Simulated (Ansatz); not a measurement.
**A hypothetical structure for LaFe2Pb2**

Starting from a made-up structure for LaFe2Pb2, the aim is the relaxed cell, its shortest contacts and, where a second run follows, its electronic structure.

Method: DFT, PBEsol, plane-wave PAW, files of the set soft_1, scalar-relativistic, ferromagnetic start, cell and ions relaxed at zero pressure; PAW set soft_1, in the first sound run; inputs show where later runs differ, in Ansatz 0.2.0.

## (1) The structure

It takes space group I4/mmm (No. 139, tetragonal). Conventional cell: a = 4.687 Å, b = 4.687 Å, c = 10.786 Å, α = 90.00°, β = 90.00°, γ = 90.00°. Nearest to Pb lie 4 Fe at 2.63 Å and 1 Pb at 3.02 Å and 5 La at 3.64 to 3.88 Å. La has 8 Fe at 3.57 Å and 10 Pb at 3.64 to 3.88 Å nearest. Nearest to Fe lie 4 Pb at 2.63 Å and 4 Fe at 3.31 Å and 4 La at 3.57 Å. Farther neighbours are not listed.

As a file:

```cif
data_structure
_symmetry_space_group_name_H-M 'I4/mmm'
_symmetry_Int_Tables_number 139
_cell_length_a 4.6870
_cell_length_b 4.6870
_cell_length_c 10.7860
_cell_angle_alpha 90.000
_cell_angle_beta 90.000
_cell_angle_gamma 90.000
_cell_volume 236.95
loop_
_atom_site_label
_atom_site_type_symbol
_atom_site_symmetry_multiplicity
_atom_site_Wyckoff_symbol
_atom_site_fract_x
_atom_site_fract_y
_atom_site_fract_z
_atom_site_occupancy
Pb1 Pb 4 e 0.00000 0.00000 0.36000 1
La1 La 2 a 0.00000 0.00000 0.00000 1
Fe1 Fe 4 d 0.00000 0.50000 0.25000 1
```

## (2) Relaxing cell and atoms

The guess takes its coordinates from another compound and its volume from a rule, so the cell and any free coordinates are relaxed together.

input.yaml reads:

```yaml
crystal:
  lattice:
    - [-2.3435, 2.3435, 5.393]
    - [2.3435, -2.3435, 5.393]
    - [2.3435, 2.3435, -5.393]
  atoms:
    - { symbol: Pb, position: [0.36, 0.36, 0.0] }
    - { symbol: Pb, position: [0.64, 0.64, 0.0] }
    - { symbol: La, position: [0.0, 0.0, 0.0] }
    - { symbol: Fe, position: [0.75, 0.25, 0.5], spin: 3.0 }
    - { symbol: Fe, position: [0.25, 0.75, 0.5], spin: 3.0 }
magnetization:
  spin_polarized: true
kpoints:
  mp_grid: { grid: [8, 8, 8] }
scf:
  occupations: { method: fermi_dirac, width: 0.05 }
hamiltonian:
  xc: pbesol
  pseudopotentials: { kind: paw, azcp: { folder: soft_1 }, xc_functional: pbe }
relax:
  f_tol: 0.015
  max_steps: 70
  cell: {}
output:
  forces: true
  stress: true
```

Started as:

```sh
> ansatz run input.yaml --threads 4 --pin off --max-ram 8192MiB --backend cpu --events-out ev --progress --plain --runs-dir out
```

Numbers of over 12 decimals in the logs are rounded to 6 here.

What it wrote:

```text
Engine: ansatz 0.2.0, aarch64-unknown-linux-gnu
Pseudopotentials: kind: paw
Pseudopotential: Pb, paw, valence charge 14, recommended cutoff 420 eV (normal), soft_1/Pb.paw.azcp
Pseudopotential: La, paw, valence charge 11, recommended cutoff 420 eV (normal), soft_1/La.paw.azcp
Pseudopotential: Fe, paw, valence charge 16, recommended cutoff 420 eV (normal), soft_1/Fe.paw.azcp
Functional definition: PBEsol
  exchange = pbesol_x
  correlation = pbesol_c
Crystal: 5 atoms, lattice volume = 118.473 Å³
Basis set: ecut = 420 eV, 2339 PW (Γ), exchange–correlation on 90×90×90 points (8 copies of the dense FFT grid, shifted against one another)
Bands: 47, of which v1, the nominal top of the filled ones, is band 36 counted from 1 (35 counted from 0)
Symmetry: 16 space group operations
Space group: I4/mmm (ITA 139), of the structure as read, at distance tolerance 4.9e-5 Å
Magnetic group: BNS 139.531 (UNI 1191), of the structure as read, at distance tolerance 4.9e-5 Å
k-points: 59 of 512
Non-local potential: Pb, projectors of the file, l = 0: 2, l = 1: 2, l = 2: 2, l = 3: 1
Non-local potential: La, projectors of the file, l = 0: 3, l = 1: 2, l = 2: 2, l = 3: 3
Non-local potential: Fe, projectors of the file, l = 0: 3, l = 1: 2, l = 2: 3, l = 3: 1
PAW form: soft (Blöchl's): semilocal exchange-correlation on the pseudo side does not see the compensation charge
PAW frozen core: Pb, regenerated for the run's functional, and the local potential with it (the file was generated under x = pbe(κ = 0.804, μ = 0.219515), c = pbe(β = 0.066725))
PAW frozen core: La, regenerated for the run's functional, and the local potential with it (the file was generated under x = pbe(κ = 0.804, μ = 0.219515), c = pbe(β = 0.066725))
PAW frozen core: Fe, regenerated for the run's functional, and the local potential with it (the file was generated under x = pbe(κ = 0.804, μ = 0.219515), c = pbe(β = 0.066725))
PAW one-centre angular grid: Pb, 590 points (default); XC on 64 Gauss nodes
PAW one-centre angular grid: La, 590 points (default); XC on 64 Gauss nodes
PAW one-centre angular grid: Fe, 590 points (default); XC on 64 Gauss nodes
Initial density: superposition of atomic densities (chi_scale 0.1, normalization cell, long waves kept (reshape's long-wave potential 0.00 eV rms))
Starting moments: Σ|m| = 6 μB on 2 of 5 sites
Initial wavefunctions: pseudopotential atomic-orbital guess
Functional: x = pbesol(κ = 0.804, μ = 0.123457), c = pbesol(β = 0.046)
SCF iter   1: F=—  HF=-38572.894421 eV  |F-HF|=—  |Δ(HF+E_count)|=         —  Δρ=4.75e-2 (↑3.48e-2 ↓4.75e-2)  dr2=1.66e1  dr2_m=2.39e-1  M=5.604 μB ∫|m|=6.609 μB  β_m=0.30  ethr=3.10e-3  ⟨swp⟩=6.2  Hψ=20941  notcnv=0
Mixer restart at iter 1: flushing history
preconditioner: auto → Kerker (q_TF=auto, 2.505 Å⁻¹)  [metal: Δε(μ)=0.007 eV  Ē_g=9.238 eV  σ=0.050 eV  W_gap=0.03  n_scr=32 (ndim 8)  ℏωp=24.8 eV  f_vac=0.000  D(μ)=12.75/eV (n_scr^D=194)]
spin=Collinear: Kerker preconditioning applied to the charge; magnetization (m = ρ↑ − ρ↓) channel mixes plain (no charge-response kernel on spin).
SCF iter   2: F=—  HF=-38571.748528 eV  |F-HF|=—  |Δ(HF+E_count)|=    1.15e0  Δρ=1.96e-2 (↑1.87e-2 ↓1.96e-2)  dr2=3.19e0  dr2_m=1.08e-2  M=5.560 μB ∫|m|=6.087 μB  β_m=0.32  ethr=3.10e-3  ⟨swp⟩=4.2  Hψ=12144  notcnv=0
SCF iter   3: F=—  HF=-38572.230136 eV  |F-HF|=—  |Δ(HF+E_count)|=   4.82e-1  Δρ=1.44e-2 (↑1.14e-2 ↓1.44e-2)  dr2=1.52e0  dr2_m=1.49e-2  M=5.434 μB ∫|m|=5.988 μB  β_m=0.56  ethr=3.10e-3  ⟨swp⟩=2.9  Hψ=8641  notcnv=0  defer=3
SCF iter   4: F=—  HF=-38572.466464 eV  |F-HF|=—  |Δ(HF+E_count)|=   2.36e-1  Δρ=1.47e-2 (↑4.43e-3 ↓1.47e-2)  dr2=6.75e-1  dr2_m=4.15e-2  M=5.078 μB ∫|m|=5.704 μB  β_m=0.58  ethr=2.14e-3  ⟨swp⟩=3.0  Hψ=11798  notcnv=0  defer=129
SCF iter   5: F=—  HF=-38572.501769 eV  |F-HF|=—  |Δ(HF+E_count)|=   3.53e-2  Δρ=1.08e-2 (↑1.08e-2 ↓4.05e-3)  dr2=1.16e-1  dr2_m=3.94e-2  M=4.854 μB ∫|m|=5.589 μB  β_m=0.67  ethr=9.51e-4  ⟨swp⟩=3.5  Hψ=9235  notcnv=0  defer=129
SCF iter   6: F=—  HF=-38572.501062 eV  |F-HF|=—  |Δ(HF+E_count)|=         —  Δρ=3.04e-3 (↑3.04e-3 ↓1.47e-3)  dr2=1.82e-2  dr2_m=3.18e-3  M=4.769 μB ∫|m|=5.471 μB  β_m=0.67  ethr=1.64e-4  ⟨swp⟩=2.5  Hψ=11737  notcnv=0  defer=145
Mixer restart at iter 6: flushing history
SCF iter   7: F=—  HF=-38572.505018 eV  |F-HF|=—  |Δ(HF+E_count)|=   3.96e-3  Δρ=6.36e-4 (↑4.52e-4 ↓6.36e-4)  dr2=2.52e-3  dr2_m=6.35e-5  M=4.793 μB ∫|m|=5.479 μB  β_m=0.70  ethr=2.56e-5  ⟨swp⟩=2.2  Hψ=8558  notcnv=0  defer=145
SCF iter   8: F=—  HF=-38572.504135 eV  |F-HF|=—  |Δ(HF+E_count)|=   8.83e-4  Δρ=1.34e-3 (↑1.05e-3 ↓1.34e-3)  dr2=6.00e-3  dr2_m=3.96e-5  M=4.806 μB ∫|m|=5.494 μB  β_m=0.55  ethr=3.55e-6  ⟨swp⟩=2.0  Hψ=10484  notcnv=0  defer=145
SCF iter   9: F=—  HF=-38572.504801 eV  |F-HF|=—  |Δ(HF+E_count)|=   6.66e-4  Δρ=4.20e-4 (↑2.75e-4 ↓4.20e-4)  dr2=2.58e-4  dr2_m=9.47e-5  M=4.812 μB ∫|m|=5.493 μB  β_m=0.78  ethr=3.55e-6  ⟨swp⟩=2.0  Hψ=10063  notcnv=0  defer=145
SCF iter  10: F=—  HF=-38572.504850 eV  |F-HF|=—  |Δ(HF+E_count)|=   4.93e-5  Δρ=1.26e-4 (↑1.26e-4 ↓6.91e-5)  dr2=3.93e-5  dr2_m=1.49e-6  M=4.818 μB ∫|m|=5.497 μB  β_m=0.89  ethr=3.64e-7  ⟨swp⟩=2.0  Hψ=8021  notcnv=0  defer=145
SCF iter  11: F=—  HF=-38572.504849 eV  |F-HF|=—  |Δ(HF+E_count)|=   9.45e-7  Δρ=4.71e-5 (↑4.71e-5 ↓4.39e-5)  dr2=1.16e-5  dr2_m=6.86e-8  M=4.818 μB ∫|m|=5.497 μB  β_m=0.94  ethr=5.54e-8  ⟨swp⟩=1.5  Hψ=5637  notcnv=0  defer=145
SCF iter  12: F=—  HF=-38572.504848 eV  |F-HF|=—  |Δ(HF+E_count)|=   1.24e-6  Δρ=7.81e-6 (↑4.23e-6 ↓7.81e-6)  dr2=1.58e-7  dr2_m=6.84e-9  M=4.819 μB ∫|m|=5.498 μB  β_m=0.97  ethr=1.63e-8  ⟨swp⟩=2.0  Hψ=6928  notcnv=0  defer=145
SCF iter  13: F=—  HF=-38572.504848 eV  |F-HF|=—  |Δ(HF+E_count)|=   2.78e-8  Δρ=1.97e-6 (↑1.69e-6 ↓1.97e-6)  dr2=1.09e-8  dr2_m=8.80e-10  M=4.819 μB ∫|m|=5.498 μB  β_m=0.97  ethr=2.23e-10  ⟨swp⟩=2.1  Hψ=9676  notcnv=0  defer=145
SCF iter  14: F=-38572.504848 eV  HF=-38572.504848 eV  |F-HF|=9.76e-9  |Δ(HF+E_count)|=   1.01e-9  Δρ=2.56e-6 (↑4.78e-7 ↓2.56e-6)  dr2=1.29e-8  dr2_m=1.49e-9  M=4.819 μB ∫|m|=5.498 μB  ethr=1.54e-11  ⟨swp⟩=2.1  Hψ=16980  notcnv=0
SCF 1 converged in 14 iterations: F = -38572.504848 eV  dr2 = 1.29e-8
  greatest PAW one-centre occupation: 1.002 electrons in one spin orbital (limit 2), on the Fe atom at site 4 (counted from 0), in its partial waves of l = 1
relax step   1: F+E_penalty+E_count = -38572.50484807 eV  Δ(F+E_penalty+E_count) = +0.000e0 eV  max|allowed force component| = 1.152e-1 eV/Å  Δτ_max = 0.0000 Å  P = -3.511 GPa  Ω = 118.473 Å³  (14 SCF iters, dr2 threshold 1.00e-7 eV, accepted)
[...]
relax step   4: F+E_penalty+E_count = -38572.77405725 eV  Δ(F+E_penalty+E_count) = -8.460e-2 eV  max|allowed force component| = 2.627e-1 eV/Å  Δτ_max = 0.0473 Å  P = +0.499 GPa  Ω = 111.652 Å³  energy of the carried Pulay correction = +1.871e-3 eV  (10 SCF iters, dr2 threshold 5.00e-7 eV, accepted)
[...]
relax step   5: F+E_penalty+E_count = -38572.79097413 eV  Δ(F+E_penalty+E_count) = -1.692e-2 eV  max|allowed force component| = 2.581e-1 eV/Å  Δτ_max = 0.0676 Å  P = -0.299 GPa  Ω = 111.948 Å³  energy of the carried Pulay correction = +1.788e-3 eV  (10 SCF iters, dr2 threshold 5.00e-7 eV, accepted)
[...]
relax step   6: F+E_penalty+E_count = -38572.80008201 eV  Δ(F+E_penalty+E_count) = -9.108e-3 eV  max|allowed force component| = 2.376e-3 eV/Å  Δτ_max = 0.0241 Å  P = +0.010 GPa  Ω = 111.793 Å³  energy of the carried Pulay correction = +1.832e-3 eV  (8 SCF iters, dr2 threshold 5.00e-7 eV, accepted)
[...]
relax step   7: F+E_penalty+E_count = -38572.80235471 eV  Δ(F+E_penalty+E_count) = -2.273e-3 eV  max|allowed force component| = 3.140e-3 eV/Å  Δτ_max = 0.0000 Å  P = +0.095 GPa  Ω = 111.793 Å³  stress off target by 2.14e-1 GPa  SCF on the basis re-selected at this cell (its energy is not comparable with the rows above)  (11 SCF iters)
[...]
relax step   8: F+E_penalty+E_count = -38572.80251634 eV  Δ(F+E_penalty+E_count) = -1.616e-4 eV  max|allowed force component| = 1.344e-3 eV/Å  Δτ_max = 0.0010 Å  P = -0.004 GPa  Ω = 111.920 Å³  energy of the carried Pulay correction = -3.648e-5 eV  (8 SCF iters, dr2 threshold 1.14e-7 eV, accepted)
Basis set: ecut = 420 eV, 2173 PW (Γ), exchange–correlation on 96×96×96 points (8 copies of the dense FFT grid, shifted against one another)
iter 1 solved again at ethr=1.78e-7 eV; its pass at ethr=3.10e-3 eV (dr2=1.26e-4 eV) is discarded
SCF iter   1: F=—  HF=-38572.802539 eV  |F-HF|=—  |Δ(HF+E_count)|=         —  Δρ=3.17e-6 (↑1.64e-6 ↓3.17e-6)  dr2=1.17e-8  dr2_m=1.49e-9  M=5.214 μB ∫|m|=5.774 μB  β_m=0.65  ethr=1.78e-7  ⟨swp⟩=3.8  Hψ=38716  notcnv=0
eigensolver tolerance schedule: the retry pair's looser diagonalisation over-reported the residual by 10779.08 of it (diagonalisation noise at 1.62 of the residual, at the tolerance the schedule requests for it); recorded, not acted on — ethr = c·dr2/N_el stays at c = 1.0e-1
preconditioner: auto → Kerker (q_TF=auto, 2.300 Å⁻¹)  [metal: Δε(μ)=0.005 eV  Ē_g=11.235 eV  σ=0.050 eV  W_gap=0.02  n_scr=24 (ndim 8)  ℏωp=25.6 eV  f_vac=0.000  D(μ)=3.62/eV (n_scr^D=32)]
spin=Collinear: Kerker preconditioning applied to the charge; magnetization (m = ρ↑ − ρ↓) channel mixes plain (no charge-response kernel on spin).
SCF iter   2: F=—  HF=-38572.802554 eV  |F-HF|=—  |Δ(HF+E_count)|=   1.51e-5  Δρ=1.24e-6 (↑1.06e-6 ↓1.24e-6)  dr2=1.38e-9  dr2_m=7.31e-10  M=5.214 μB ∫|m|=5.774 μB  β_m=0.60  ethr=1.65e-11  ⟨swp⟩=3.4  Hψ=12396  notcnv=0
SCF iter   3: F=—  HF=-38572.802554 eV  |F-HF|=—  |Δ(HF+E_count)|=  7.64e-10  Δρ=3.78e-7 (↑3.78e-7 ↓3.07e-7)  dr2=2.52e-10  dr2_m=2.21e-11  M=5.214 μB ∫|m|=5.774 μB  β_m=0.58  ethr=1.94e-12  ⟨swp⟩=2.1  Hψ=9769  notcnv=0
SCF iter   4: F=—  HF=-38572.802554 eV  |F-HF|=—  |Δ(HF+E_count)|=  3.64e-11  Δρ=3.48e-7 (↑1.64e-7 ↓3.48e-7)  dr2=1.89e-10  dr2_m=1.36e-11  M=5.214 μB ∫|m|=5.774 μB  β_m=0.61  ethr=1.00e-12  ⟨swp⟩=2.0  Hψ=6769  notcnv=0
SCF iter   5: F=—  HF=-38572.802554 eV  |F-HF|=—  |Δ(HF+E_count)|=  5.09e-10  Δρ=3.55e-7 (↑9.25e-8 ↓3.55e-7)  dr2=1.53e-10  dr2_m=4.27e-11  M=5.214 μB ∫|m|=5.774 μB  β_m=0.80  ethr=1.00e-12  ⟨swp⟩=2.0  Hψ=6429  notcnv=0
SCF iter   6: F=—  HF=-38572.802554 eV  |F-HF|=—  |Δ(HF+E_count)|=  6.40e-10  Δρ=2.12e-7 (↑1.77e-7 ↓2.12e-7)  dr2=7.38e-11  dr2_m=3.41e-11  M=5.214 μB ∫|m|=5.774 μB  β_m=0.90  ethr=1.00e-12  ⟨swp⟩=2.0  Hψ=6871  notcnv=0
SCF iter   7: F=—  HF=-38572.802554 eV  |F-HF|=—  |Δ(HF+E_count)|=  1.24e-10  Δρ=4.65e-8 (↑4.65e-8 ↓3.09e-8)  dr2=3.95e-12  dr2_m=6.37e-13  M=5.214 μB ∫|m|=5.774 μB  β_m=0.85  ethr=1.00e-12  ⟨swp⟩=2.0  Hψ=6878  notcnv=0
SCF iter   8: F=-38572.802554 eV  HF=-38572.802554 eV  |F-HF|=1.46e-11  |Δ(HF+E_count)|=  7.28e-12  Δρ=7.47e-8 (↑1.58e-8 ↓7.47e-8)  dr2=1.34e-11  dr2_m=1.06e-12  M=5.214 μB ∫|m|=5.774 μB  ethr=1.00e-12  ⟨swp⟩=2.7  Hψ=16265  notcnv=0
SCF 9 converged in 8 iterations: F = -38572.802554 eV  dr2 = 1.34e-11
relax step   9: F+E_penalty+E_count = -38572.80255387 eV  Δ(F+E_penalty+E_count) = -3.752e-5 eV  max|allowed force component| = 1.356e-3 eV/Å  Δτ_max = 0.0000 Å  P = -0.004 GPa  Ω = 111.920 Å³  stress off target by 1.21e-2 GPa  SCF on the basis re-selected at this cell (its energy is not comparable with the rows above)  (8 SCF iters)
basis re-selected at this cell: Δ(F+E_penalty+E_count) = -3.752e-5 eV, ΔP = -0.000 GPa vs the last step (what re-selecting the basis moved, of the pressure what is left beyond the Pulay correction that the steps carried, after the strain that the cell walked since its last selection, with what the two solves' SCF thresholds leave and, on support functions, any second-order correction that the steps lacked; it is no measure of the basis error at this ecutwfc). The dense FFT grid was sized anew with the basis: this SCF ran on 48×48×48 points, the steps before it on 45×45×45, so part of this shift can come from that change (see relax.cell in the input reference). [rest of the remark cut]
SCF converged after 8 iterations
Magnetization: 5.2143 μB (38.1071 up, 32.8929 down)
Absolute magnetization: 5.7870 μB (∫|ρ↑−ρ↓|, with the PAW one-centre terms)
Spin contamination: 0.3176 ħ² per cell (⟨S²⟩ above its minimum at these occupations)
Per-site moments (μB) at R_I (Å): [(-0.021891, 1.086900), (-0.021891, 1.086900), (-0.00267979, 1.401167), (2.646849, 1.086900), (2.646849, 1.086900)]
Free energy (F): -38572.802554 eV
Harris-Foulkes:  -38572.802554 eV  (|F-HF|=1.46e-11)
Internal energy: -38572.771547 eV  (E = F + TS)
E sigma→0 (E₀):  -38572.787050 eV
Entropy (-TS):   -0.031007 eV (-6.201 meV/atom)
Fermi energy:    13.352469 eV
--- Per-component energies (eV) ---
  E_band       = -613.337343
  E_kinetic    = 1437.680536
  E_local      = -8620.747901  (includes V_loc(G=0)·N_el)
  E_nonlocal   = 1298.940867
  E_hartree    = 3630.609011
  E_xc         = -764.948349
  E_vxc        = -698.728130  (∫ρ·V_xc dr)
  E_paw        = -28533.536468  (= ΣΔE_a)
  E_vpaw       = -1291.699069  (= ΣTr[D̂ρ^β])
  E_aug_tail   = -0.002025  (compensation charges beyond the density's cutoff)
  E_ewald      = -7021.418998
  E_core_change = 0.651780  (= ΣΔE_core)
  E_smearing   = -0.031007  (= −TS)
  E_closure    = 0.000000  (closes the sum)
  Σ components = -38572.802554   (vs F -38572.802554, Δ=0.00e0)
--- Forces (eV/Å), atoms counted from 1 ---
  atom   1  Pb     0.00000000    -0.00000000     0.00135577
  atom   2  Pb     0.00000000    -0.00000000    -0.00135577
  atom   3  La     0.00000000     0.00000000     0.00000000
  atom   4  Fe     0.00000000    -0.00000000     0.00000000
  atom   5  Fe     0.00000000    -0.00000000     0.00000000
  max |Σ_I F_I| component: 3.30e-17 eV/Å
--- Stress (GPa, compression-positive) ---
       -0.012055       0.000000       0.000000
        0.000000      -0.012055       0.000000
        0.000000      -0.000000       0.010830
  P = ⅓ Tr σ = -0.0044 GPa (-0.044 kbar)
--- Relaxed structure (7 steps of the walk, 7 accepted, 2 SCFs on fresh bases) ---
  F+E_penalty+E_count = -38572.80255387 eV   max|allowed force component| = 1.356e-3 eV/Å   (the final SCF, on the basis selected at the relaxed cell)
  cell:  # Å, volume = 111.9203 Å³
    - [-2.157424, 2.157424, 6.011431]
    - [2.157424, -2.157424, 6.011431]
    - [2.157424, 2.157424, -6.011431]
  atoms:
    - { symbol: Pb, position: [0.375819, 0.375819, 0] }
    - { symbol: Pb, position: [0.624181, 0.624181, 0] }
    - { symbol: La, position: [-5.146592919641927e-19, -5.146592919641926e-19, 0] }
    - { symbol: Fe, position: [0.750000, 0.250000, 0.500000] }
    - { symbol: Fe, position: [0.250000, 0.750000, 0.500000] }
```

The job ended after 91 s (4 threads of Arm Neoverse V2, shared host; peak memory 0.86 GiB; 5.9 min of CPU time).

The steps of the relaxation:

```csv
step,energy less that of the first step (eV),largest force component (eV/Å),pressure (GPa),volume (Å³)
1,0.0000,0.1152,-3.51,118.47
2,-0.0943,0.4514,2.69,108.74
3,-0.1846,0.2382,1.12,111.02
4,-0.2692,0.2627,0.50,111.65
5,-0.2861,0.2581,-0.30,111.95
6,-0.2952,0.0024,0.01,111.79
7*,-0.2975,0.0031,0.09,111.79
8,-0.2977,0.0013,0.00,111.92
9*,-0.2977,0.0014,0.00,111.92
```

Relaxation steps marked * repeat the geometry before them on a plane-wave basis chosen anew for their cell, so energy and pressure can jump there.

The run keeps the 16 symmetry operations that it works with, so distortions that break them were not tested.

```csv
"conventional cell, symmetrised",before,after,change
a (Å),4.687,4.315,-7.9 %
b (Å),4.687,4.315,-7.9 %
c (Å),10.786,12.023,+11.5 %
volume (Å³/atom),23.69,22.38,-5.5 %
```

The atoms that moved most (Å, as changes of fractional coordinates times the final cell):

```csv
atom,dx,dy,dz,length
Pb1,0.000,0.000,0.190,0.190
Pb2,0.000,0.000,-0.190,0.190
```

Final coordinates:

```xyz
5
Lattice="-2.1574 2.1574 6.0114 2.1574 -2.1574 6.0114 2.1574 2.1574 -6.0114" Properties=species:S:1:pos:R:3 pbc="T T T"
Pb    0.0000    0.0000    4.5184
Pb    0.0000    0.0000    7.5044
La    0.0000    0.0000    0.0000
Fe    0.0000    2.1574    3.0057
Fe    2.1574    0.0000    3.0057
```

This step gave:

| Item | Value |
| --- | --- |
| free energy | -38572.8026 eV |
| energy at zero smearing | -38572.7871 eV |
| smearing term TS | 0.03101 eV |
| Fermi energy | 13.35 eV |
| magnetization | 5.214 μB |
| absolute magnetization | 5.787 μB |
| site moments | -0.02189, -0.02189, -0.002680, 2.647, 2.647 μB |
| electrons | 71 |
| symmetry operations | 16 |
| pressure | -0.004426 GPa |

Site moment by atom:

```csv
atom,site moment (μB)
Pb1,-0.02
Pb2,-0.02
La3,0.00
Fe4,2.65
Fe5,2.65
```

The shortest distance of each pair, which need not be the same contact before and after:

```csv
pair,guess (Å),relaxed (Å)
Fe–Pb,2.627,2.635
Pb–Pb,3.020,2.986
Fe–Fe,3.314,3.051
La–Pb,3.642,3.397
Fe–La,3.573,3.700
```

The relaxation ends with a largest force component of 0.0014 eV/Å and a pressure of 0.00 GPa.

(Continued in part 2 of 2.)

[Logs are printed without paths, hosts, clocks, repeated set-up lines and the standing remarks that a program may print on its own settings, such as how far it seeks lower states.]

[Hosts, paths, dates, database ids (printed as entryN), source tags and the programs' standing remarks are cut or masked in the printed files.]
